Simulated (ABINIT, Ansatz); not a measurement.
**How the form of the self-energy moves the gap of InF3 (R-3c)**

Wanted: the gap of InF3 (R-3c) under several approximations, with cost.

Program: ABINIT 10.8.3. Level of theory: LDA and many-body steps on it, plane waves. Results are calculated unless marked as measured.

## (1) Starting point

The structure is trigonal, space group R-3c (No. 167). The conventional cell has a = 5.204 Å, b = 5.204 Å, c = 14.723 Å, α = 90.00°, β = 90.00°, γ = 120.00°. Nearest to In lie 6 F at 2.08 Å. Nearest to F lie 2 In at 2.08 Å. Farther neighbours and most contacts between anions are not listed.

The cell and positions are those that the Materials Project relaxed with its own functionals (PBE, PBE+U or r2SCAN), kept fixed.

## (2) Empty states on the mesh, 2×2×2 mesh, 243 bands

This step: ABINIT 10.8.3; DFT, LDA, plane waves, norm-conserving pseudopotentials.

The sums over transitions need many empty states on a uniform mesh; this step solves for them.

run.abi

```
acell 3*1.0 Angstrom
rprim 
  2.602141182914 1.502346912402 4.907506134507
  -2.602141182914 1.502346912402 4.907506134507
  0.000000000000 -3.004693824873 4.907506134486
ntypat 2
znucl 49 9
natom 8
typat 1 1 2 2 2 2 2 2
xred 
  0.500000000000 0.500000000000 0.500000000000
  -0.000000000000 0.000000000000 0.000000000000
  0.395709220000 0.750000000000 0.104290780000
  0.750000000000 0.104290780000 0.395709220000
  0.895709220000 0.604290780000 0.250000000000
  0.250000000000 0.895709220000 0.604290780000
  0.604290780000 0.250000000000 0.895709220000
  0.104290780000 0.395709220000 0.750000000000
pp_dirpath "pseudos"
pseudos "In.upf, F.upf"
ecut 36
ngkpt 2 2 2
nshiftk 1
shiftk 0 0 0
kptopt 1
chksymbreak 0
iscf -2
irdden 1
istwfk *1
nband 243
nbdbuf 22
tolwfr 1e-09
nstep 60
prtvol 0
indata_prefix "in"
outdata_prefix "out"
tmpdata_prefix "tmp"
```

Command:

```console
OMP_NUM_THREADS=1 mpirun -n 4 abinit run.abi > log
```

Numbers of over 12 decimals in the logs are rounded to 6 here.

What it wrote:

```text
.Version 10.8.3 of ABINIT. v10.8.2 released Aug 2026.

 Symmetries : space group R-3 c (#167); Bravais hR (rhombohedral)
[... echo of the input left out ...]
== DATASET  1 ==================================================================
-   mpi_nproc: 4, omp_nthreads: 1 (-1 if OMP is not activated)

--- !DatasetInfo
iteration_state: {dtset: 1, }
dimensions: {natom: 8, nkpt: 4, mband: 243, nsppol: 1, nspinor: 1, nspden: 1, mpw: 8026, }
cutoff_energies: {ecut:  36.0, pawecutdg:  -1.0, }
[...]
2.92847    2.93169    2.93169    2.96183    2.96248    2.97519    2.97597    2.98234
   2.99770    2.99771    3.00620    3.00620    3.01355    3.01357    3.04671    3.04677
   3.05498    3.05558    3.05599
 prteigrs : prtvol=0 or 1, do not print more k-points.

== END DATASET(S) ==============================================================
================================================================================

 -outvars: echo values of variables after computation  --------
            nband         243
             nkpt           4
          spgroup         167
 [... the other variables as echoed above ...]

 Calculation completed.
```

The job ended after 3 min (4 MPI ranks of Arm Neoverse N1, shared host; peak memory 0.55 GiB).

This step gave:

```yaml
gap: 3.997 eV
k_of_the_valence_top: 0.5, 0.5, 0
k_of_the_conduction_bottom: 0, 0, 0
least_direct_gap: 4.029 eV
k_points_computed: 4
lowest_point_of_the_top_converged_band_above_the_valence_top: 78.8983 eV
```

On this mesh the gap is 3.997 eV.

The density comes from a self-consistent run that is not shown.

## (3) Screening, 2×2×2 mesh, 110 bands, screening to 114.3 eV

The RPA dielectric matrix is built and inverted for each q.

This step: RPA screening on LDA, plane waves, norm-conserving pseudopotentials.

Edit run.abi of step 2 so:

```diff
@@ -26,10 +26,11 @@
 chksymbreak 0
-iscf -2
-irdden 1
 istwfk *1
-nband 243
-nbdbuf 22
-tolwfr 1e-09
-nstep 60
-prtvol 0
+occopt 1
+irdwfk 1
+optdriver 3
+nband 110
+ecuteps 4.2
+inclvkb 2
+awtr 1
+symchi 1
 indata_prefix "in"
```

What it wrote:

```text
.Version 10.8.3 of ABINIT. v10.8.2 released Aug 2026.

 Symmetries : space group R-3 c (#167); Bravais hR (rhombohedral)
[... echo of the input left out ...]
== DATASET  1 ==================================================================
-   mpi_nproc: 4, omp_nthreads: 1 (-1 if OMP is not activated)

--- !DatasetInfo
iteration_state: {dtset: 1, }
dimensions: {natom: 8, nkpt: 4, mband: 110, nsppol: 1, nspinor: 1, nspden: 1, mpw: 8026, }
cutoff_energies: {ecut:  36.0, pawecutdg:  -1.0, }
electrons: {nelect:   6.80000000E+01, charge:   0.00000000E+00, occopt:   1.00000000E+00, tsmear:   1.00000000E-02, }

 SCREENING: Calculation of the susceptibility and dielectric matrices

 Based on a program developped by R.W. Godby, V. Olevano, G. Onida, and L. Reining.
 Incorporated in ABINIT by V. Olevano, G.-M. Rignanese, and M. Torrent.
.Using double precision arithmetic ; gwpc =  8

[... cell and pseudopotentials left out ...]
--------------------------------------------------------------------------------

 ==== K-mesh for the wavefunctions ====
 Number of points in the irreducible wedge :     4
[... list of points left out ...]
 Together with 12 symmetry operations and time-reversal symmetry
 yields     8 points in the full Brillouin Zone.

 ==== Q-mesh for the screening function ====
 Number of points in the irreducible wedge :     4
[... list of points left out ...]
 Together with 12 symmetry operations and time-reversal symmetry
 yields     8 points in the full Brillouin Zone.

 setmesh: FFT mesh size selected  =    40x   40x   40
          total number of points  =        64000

 vcoul_init : cutoff-mode = AUXILIARY_FUNCTION
 q-points for optical limit:   1
     1)      0.000010    0.000020    0.000030

- screening: taking advantage of time-reversal symmetry
- Maximum band index for partially occupied states nbvw = 34
- Remaining bands to be divided among processors   nbcw = 76
- Number of bands treated by each node ~19

 Number of electrons calculated from density =   68.0000; Expected =   68.0000
 average of density, n =  0.087539
 r_s =    1.3971
 omega_plasma =   28.5401 [eV]

 calculating chi0 at frequencies [eV] :
  1    0.000000E+00    0.000000E+00
  2    0.000000E+00    2.854008E+01

--------------------------------------------------------------------------------
  q-point number  1        q = ( 0.000000, 0.000000, 0.000000) [r.l.u.]
--------------------------------------------------------------------------------
[... chi0 elements left out ...]
 For q-point:  0.000010 0.000020 0.000030
  dielectric constant =   2.4482
  dielectric constant without local fields =   2.5713

  Average fulfillment of the sum rule on Im[epsilon] for q-point    1 :     37.19  [%]
[... wings left out ...]
  q-point number  2        q = ( 0.500000, 0.000000, 0.000000) [r.l.u.]
--------------------------------------------------------------------------------
[... chi0 elements left out ...]
  Average fulfillment of the sum rule on Im[epsilon] for q-point    2 :     44.15  [%]

 [... 2 further q-points ...]
```

Run time: 60 s. Hardware: 4 MPI ranks; peak memory 1.5 GiB; 4 min of CPU time.

This step gave:

```
ε∞ with local fields, on this mesh, along the program's q direction : 2.448
the same without local fields                                       : 2.571
plasma frequency                                                    : 28.54 eV
plane waves in the screening matrix                                 : 327
```

Local fields lower ε∞ by 5 %. On a Γ-centred mesh this coarse the value itself is usually too large, while a short band sum pulls it down.

## (4) G0W0, Godby-Needs plasmon pole

The self-energy is evaluated for the states that the input lists, and the levels follow from it, in one-shot runs by the linearised quasiparticle equation.

This step: G0W0 on LDA, plane waves, norm-conserving pseudopotentials.

Edit run.abi of step 3 so:

```diff
@@ -29,8 +29,17 @@
 irdwfk 1
-optdriver 3
+optdriver 4
 nband 110
+gwcalctyp 0
+ecutsigx 36
+symsigma 1
+nkptgw 2
+kptgw 
+  0.5000000000 0.5000000000 0.0000000000
+  0.0000000000 0.0000000000 0.0000000000
+bdgw 
+  33 36
+  33 36
 ecuteps 4.2
-inclvkb 2
-awtr 1
-symchi 1
+irdscr 1
+ppmodel 1
 indata_prefix "in"
```

What it wrote:

```text
.Version 10.8.3 of ABINIT. v10.8.2 released Aug 2026.

 Symmetries : space group R-3 c (#167); Bravais hR (rhombohedral)
[... echo of the input left out ...]
== DATASET  1 ==================================================================
-   mpi_nproc: 4, omp_nthreads: 1 (-1 if OMP is not activated)

--- !DatasetInfo
iteration_state: {dtset: 1, }
dimensions: {natom: 8, nkpt: 4, mband: 110, nsppol: 1, nspinor: 1, nspden: 1, mpw: 8026, }
cutoff_energies: {ecut:  36.0, pawecutdg:  -1.0, }
electrons: {nelect:   6.80000000E+01, charge:   0.00000000E+00, occopt:   1.00000000E+00, tsmear:   1.00000000E-02, }

 SIGMA: Calculation of the GW corrections

 Based on a program developped by R.W. Godby, V. Olevano, G. Onida, and L. Reining.
 Incorporated in ABINIT by V. Olevano, G.-M. Rignanese, and M. Torrent.
.Using double precision arithmetic ; gwpc =  8

[... cell and pseudopotentials left out ...]
--------------------------------------------------------------------------------

 ==== K-mesh for the wavefunctions ====
 Number of points in the irreducible wedge :     4
[... list of points left out ...]
 Together with 12 symmetry operations and time-reversal symmetry
 yields     8 points in the full Brillouin Zone.

 ==== Q-mesh for screening function ====
 Number of points in the irreducible wedge :     4
[... list of points left out ...]
 Together with 12 symmetry operations and time-reversal symmetry
 yields     8 points in the full Brillouin Zone.

 vcoul_init : cutoff-mode = AUXILIARY_FUNCTION
 q-points for optical limit:   1
     1)      0.000010    0.000020    0.000030
 setmesh: FFT mesh size selected  =    60x   60x   60
          total number of points  =       216000

 Number of electrons calculated from density =   68.0000; Expected =   68.0000
 average of density, n =  0.087539
 r_s =    1.3971
 omega_plasma =   28.5401 [eV]

 === KS Band Gaps ===
  >>>> For spin  1
   Minimum direct gap =   4.0295 [eV], located at k-point      :   0.0000  0.0000  0.0000
   Fundamental gap    =   3.9974 [eV], Top of valence bands at :   0.5000  0.5000  0.0000
                                       Bottom of conduction at :   0.0000  0.0000  0.0000
 SIGMA fundamental parameters:
 PLASMON POLE MODEL  1
 number of plane-waves for SigmaX                 7987
 number of plane-waves for SigmaC and W            327
 number of plane-waves for wavefunctions          7987
 number of bands                                   110
 number of independent spin polarizations            1
 number of spinorial components                      1
 number of k-points in IBZ                           4
 number of q-points in IBZ                           4
 number of symmetry operations                      12
 number of k-points in BZ                            8
 number of q-points in BZ                            8
 number of frequencies for dSigma/dE                 9
 frequency step for dSigma/dE [eV]                0.25
 number of omega for Sigma on real axis              0
 max omega for Sigma on real axis  [eV]           0.00
 zcut for avoiding poles [eV]                     0.10

 EPSILON^-1 parameters (SCR file):
 dimension of the eps^-1 matrix on file            327
 dimension of the eps^-1 matrix used               327
 number of plane-waves for wavefunctions          7987
 number of bands                                   110
 number of q-points in IBZ                           4
 number of frequencies                               2
 number of real frequencies                          1
 number of imag frequencies                          1

 matrix elements of self-energy operator (all in [eV])

 Perturbative Calculation

--- !SelfEnergy_ee
iteration_state: {dtset: 1, }
kpoint     : [   0.500,    0.500,    0.000, ]
spin       : 1
KS_gap     :    6.522
QP_gap     :   10.132
Delta_QP_KS:    3.610
data: !SigmaeeData |
     Band     E0 <VxcDFT>   SigX SigC(E0)      Z dSigC/dE  Sig(E)    E-E0       E
       33  -1.587 -23.082 -29.140   5.080   0.808  -0.238 -23.872  -0.790  -2.377
       34  -1.436 -22.746 -29.817   5.539   0.800  -0.250 -23.971  -1.225  -2.662
       35   5.086 -17.412 -12.350  -2.270   0.854  -0.171 -15.028   2.384   7.470
       36   6.633 -18.272 -12.582  -2.549   0.848  -0.180 -15.609   2.662   9.296

--- !SelfEnergy_ee
iteration_state: {dtset: 1, }
kpoint     : [   0.000,    0.000,    0.000, ]
spin       : 1
KS_gap     :    4.030
QP_gap     :    7.222
Delta_QP_KS:    3.192
data: !SigmaeeData |
     Band     E0 <VxcDFT>   SigX SigC(E0)      Z dSigC/dE  Sig(E)    E-E0       E
       33  -1.468 -22.631 -29.821   5.583   0.799  -0.251 -23.915  -1.284  -2.752
       34  -1.468 -22.631 -29.821   5.583   0.799  -0.251 -23.915  -1.284  -2.752
       35   2.561 -14.346  -9.831  -2.319   0.869  -0.151 -12.437   1.908   4.470
       36   7.966 -19.069 -12.845  -2.794   0.839  -0.191 -16.190   2.879  10.845

== END DATASET(S) ==============================================================
================================================================================

 -outvars: echo values of variables after computation  --------
           etotal      0.0000000000E+00
            nband         110
             nkpt           4
          spgroup         167
 [... the other variables as echoed above ...]

 Calculation completed.
```

Elapsed: 17 s, on 4 MPI ranks; peak memory 1.1 GiB; 66 s of CPU time.

Numbers from this step:

| Item | Value |
| --- | --- |
| G0W0 gap on the points computed | 6.847 eV |
| starting gap on the mesh | 3.997 eV |
| k of the valence top | 0.5, 0.5, 0 |
| k of the conduction bottom | 0, 0, 0 |
| Z at the valence top | 0.808 |
| Z at the conduction bottom | 0.869 |
| least direct G0W0 gap on the computed points | 7.222 eV |

The gap on the mesh goes from 4.00 eV to 6.85 eV, a correction of +2.85 eV.

## (5) G0W0, von der Linden-Horsch plasmon pole

Edit run.abi of step 4 so:

```diff
@@ -43,3 +43,3 @@
 irdscr 1
-ppmodel 1
+ppmodel 3
 indata_prefix "in"
```

What it wrote:

```text
.Version 10.8.3 of ABINIT. v10.8.2 released Aug 2026.

 Symmetries : space group R-3 c (#167); Bravais hR (rhombohedral)
[... echo of the input left out ...]
== DATASET  1 ==================================================================
-   mpi_nproc: 4, omp_nthreads: 1 (-1 if OMP is not activated)

--- !DatasetInfo
iteration_state: {dtset: 1, }
dimensions: {natom: 8, nkpt: 4, mband: 110, nsppol: 1, nspinor: 1, nspden: 1, mpw: 8026, }
cutoff_energies: {ecut:  36.0, pawecutdg:  -1.0, }
electrons: {nelect:   6.80000000E+01, charge:   0.00000000E+00, occopt:   1.00000000E+00, tsmear:   1.00000000E-02, }

 SIGMA: Calculation of the GW corrections

 Based on a program developped by R.W. Godby, V. Olevano, G. Onida, and L. Reining.
 Incorporated in ABINIT by V. Olevano, G.-M. Rignanese, and M. Torrent.
.Using double precision arithmetic ; gwpc =  8

[... cell and pseudopotentials left out ...]
--------------------------------------------------------------------------------

 ==== K-mesh for the wavefunctions ====
 Number of points in the irreducible wedge :     4
[... list of points left out ...]
 Together with 12 symmetry operations and time-reversal symmetry
 yields     8 points in the full Brillouin Zone.

 ==== Q-mesh for screening function ====
 Number of points in the irreducible wedge :     4
[... list of points left out ...]
 Together with 12 symmetry operations and time-reversal symmetry
 yields     8 points in the full Brillouin Zone.

 vcoul_init : cutoff-mode = AUXILIARY_FUNCTION
 q-points for optical limit:   1
     1)      0.000010    0.000020    0.000030
 setmesh: FFT mesh size selected  =    60x   60x   60
          total number of points  =       216000

 Number of electrons calculated from density =   68.0000; Expected =   68.0000
[...]
number of omega for Sigma on real axis              0
 max omega for Sigma on real axis  [eV]           0.00
 zcut for avoiding poles [eV]                     0.10

 EPSILON^-1 parameters (SCR file):
 dimension of the eps^-1 matrix on file            327
 dimension of the eps^-1 matrix used               327
 number of plane-waves for wavefunctions          7987
 number of bands                                   110
 number of q-points in IBZ                           4
 number of frequencies                               2
 number of real frequencies                          1
 number of imag frequencies                          1

 matrix elements of self-energy operator (all in [eV])

 Perturbative Calculation

--- !SelfEnergy_ee
iteration_state: {dtset: 1, }
kpoint     : [   0.500,    0.500,    0.000, ]
spin       : 1
KS_gap     :    6.522
QP_gap     :   10.423
Delta_QP_KS:    3.901
data: !SigmaeeData |
     Band     E0 <VxcDFT>   SigX SigC(E0)      Z dSigC/dE  Sig(E)    E-E0       E
       33  -1.587 -23.082 -29.140   5.066   0.888  -0.126 -23.963  -0.882  -2.469
       34  -1.436 -22.746 -29.817   5.502   0.886  -0.129 -24.136  -1.390  -2.826
       35   5.086 -17.412 -12.350  -2.305   0.911  -0.098 -14.902   2.511   7.597
[...]
--- !SelfEnergy_ee
iteration_state: {dtset: 1, }
kpoint     : [   0.000,    0.000,    0.000, ]
spin       : 1
KS_gap     :    4.030
QP_gap     :    7.360
Delta_QP_KS:    3.330
data: !SigmaeeData |
     Band     E0 <VxcDFT>   SigX SigC(E0)      Z dSigC/dE  Sig(E)    E-E0       E
[...]
35   2.561 -14.346  -9.831  -2.485   0.921  -0.086 -12.477   1.868   4.430
       36   7.966 -19.069 -12.845  -2.704   0.904  -0.106 -15.887   3.181  11.147

== END DATASET(S) ==============================================================
================================================================================

 -outvars: echo values of variables after computation  --------
           etotal      0.0000000000E+00
            nband         110
             nkpt           4
          spgroup         167
 [... the other variables as echoed above ...]

 Calculation completed.
```

Wall time 10 s (4 MPI ranks); peak memory 1.1 GiB.

Numbers from this step:

| Quantity | Value |
| --- | --- |
| G0W0 gap on the points computed | 6.899 eV |
| starting gap on the mesh | 3.997 eV |
| k of the valence top | 0.5, 0.5, 0 |
| k of the conduction bottom | 0, 0, 0 |
| Z at the valence top | 0.888 |
| Z at the conduction bottom | 0.921 |
| least direct G0W0 gap on the computed points | 7.360 eV |

Against G0W0 in ABINIT (2×2×2 mesh, 110 bands, screening to 114.3 eV, Godby-Needs plasmon pole), the gap moves by +0.052 eV.

## (6) G0W0, Hybertsen-Louie plasmon pole

Edit run.abi of step 5 so:

```diff
@@ -43,3 +43,3 @@
 irdscr 1
-ppmodel 3
+ppmodel 2
 indata_prefix "in"
```

What it wrote:

```text
.Version 10.8.3 of ABINIT. v10.8.2 released Aug 2026.

 Symmetries : space group R-3 c (#167); Bravais hR (rhombohedral)
[... echo of the input left out ...]
== DATASET  1 ==================================================================
-   mpi_nproc: 4, omp_nthreads: 1 (-1 if OMP is not activated)

--- !DatasetInfo
iteration_state: {dtset: 1, }
dimensions: {natom: 8, nkpt: 4, mband: 110, nsppol: 1, nspinor: 1, nspden: 1, mpw: 8026, }
cutoff_energies: {ecut:  36.0, pawecutdg:  -1.0, }
[...]
Band     E0 <VxcDFT>   SigX SigC(E0)      Z dSigC/dE  Sig(E)    E-E0       E
[...]
35   2.561 -14.346  -9.831  -2.605   0.912  -0.096 -12.603   1.742   4.303
       36   7.966 -19.069 -12.845  -2.796   0.901  -0.110 -15.981   3.088  11.053

== END DATASET(S) ==============================================================
================================================================================

 -outvars: echo values of variables after computation  --------
           etotal      0.0000000000E+00
            nband         110
             nkpt           4
          spgroup         167
 [... the other variables as echoed above ...]

 Calculation completed.
```

The job ended after 16 s (4 MPI ranks; peak memory 1.1 GiB).

Numbers from this step:

| Property | Result |
| --- | --- |
| G0W0 gap on the points computed | 7.281 eV |
| starting gap on the mesh | 3.997 eV |
| k of the valence top | 0.5, 0.5, 0 |
| k of the conduction bottom | 0, 0, 0 |
| least direct G0W0 gap on the computed points | 7.863 eV |

Against G0W0 in ABINIT (2×2×2 mesh, 110 bands, screening to 114.3 eV, Godby-Needs plasmon pole), the gap moves by +0.434 eV.

(Part 1 of 2 ends here.)

[Paths, hosts, dates, memory and timing lines, banners, echoed tables and standing remarks are left out of the program output.]

[Logs are printed without paths, hosts, clocks, repeated set-up lines and the standing remarks that a program may print on its own settings, such as how far it seeks lower states.]

[Runs of the session that timed out or met a known fault of the program may be left out.]

[No measured gap is set beside runs whose start may be inverted or whose files or cutoffs have a known fault.]

[Hosts, paths, dates, database ids (printed as entryN), source tags and the programs' standing remarks are cut or masked in the printed files.]

[G0W0 gaps are taken among the corrected bands and points alone; a level outside them can change the order at an edge.]

[Where Ansatz stands beside ABINIT at settings called matched, ABINIT's density can come from a denser mesh and the files from another edition; pairs whose starting gaps differed by over 0.03 eV were left out, so agreement reads better than it is.]
